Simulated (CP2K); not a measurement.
Consider pyrimidine at its PBE geometry (Å).

```xyz
10

C    -1.1395    0.0811    0.0008
C    -0.4947   -1.1553   -0.0398
N     0.8443   -1.2672   -0.0426
C     1.5235   -0.1083   -0.0016
N     1.0167    1.1352    0.0434
C    -0.3256    1.2135    0.0420
H    -2.2257    0.1590    0.0000
H    -1.0599   -2.0902   -0.0720
H     2.6137   -0.1866   -0.0053
H    -0.7528    2.2189    0.0751
```

Method: CP2K XAS_TDP, all-electron GAPW, PBEh(45%), aug-cc-pVDZ, TDA, GW2X-corrected core level, no relativity.

Where do the C K-edge lines lie, and how strong are they?

Leading lines: C1 287.28 eV, C2 287.40 eV and C4 287.72 eV. The leading line of an atom is its first one with 35 % of the strongest within 2.5 eV of its lowest line over the strength cut. Core ionisation energies at this level: C2 293.61, C4 293.80 and C1 292.53 eV.

The first six lines of each atom with a strength over 0.0015:

| atom | energy (eV) | states | strength, one atom | above the computed threshold |
| --- | --- | --- | --- | --- |
| C1 (bonded to 2 C and H) | 287.28 | 1 | 0.0488 |  |
|  | 290.27 | 1 | 0.0122 |  |
|  | 291.67 | 1 | 0.0039 |  |
|  | 291.91 | 1 | 0.0056 |  |
|  | 293.08 | 1 | 0.0065 | yes |
|  | 293.74 | 1 | 0.0084 | yes |
| C2 (bonded to C, N and H), 2 alike | 287.40 | 1 | 0.0577 |  |
|  | 291.51 | 1 | 0.0119 |  |
|  | 292.61 | 1 | 0.0033 |  |
|  | 293.17 | 1 | 0.0021 |  |
|  | 293.35 | 1 | 0.0028 |  |
|  | 294.07 | 1 | 0.0069 | yes |
| C4 (bonded to 2 N and H) | 287.72 | 1 | 0.0606 |  |
|  | 292.01 | 1 | 0.0115 |  |
|  | 292.72 | 1 | 0.0039 |  |
|  | 293.41 | 1 | 0.0020 |  |
|  | 293.91 | 1 | 0.0019 | yes |
|  | 294.57 | 1 | 0.0025 | yes |

Lines are vertical, at one geometry, with no vibrational structure. GW2X ionisation energies and lines can be off by 1 to 2 eV either way, and a good line position may hide errors that cancel. These values hold no scalar relativity, about 0.1 eV for C 1s. Rydberg lines, and the discretised continuum above threshold, depend on the basis and the box.

[Banner, clock and machine lines of the logs are left out without a mark of their own.]

[Logs are printed without paths, hosts, clocks, repeated set-up lines and the standing remarks that a program may print on its own settings, such as how far it seeks lower states.]

[Hosts, paths, dates, database ids (printed as entryN), source tags and the programs' standing remarks are cut or masked in the printed files.]
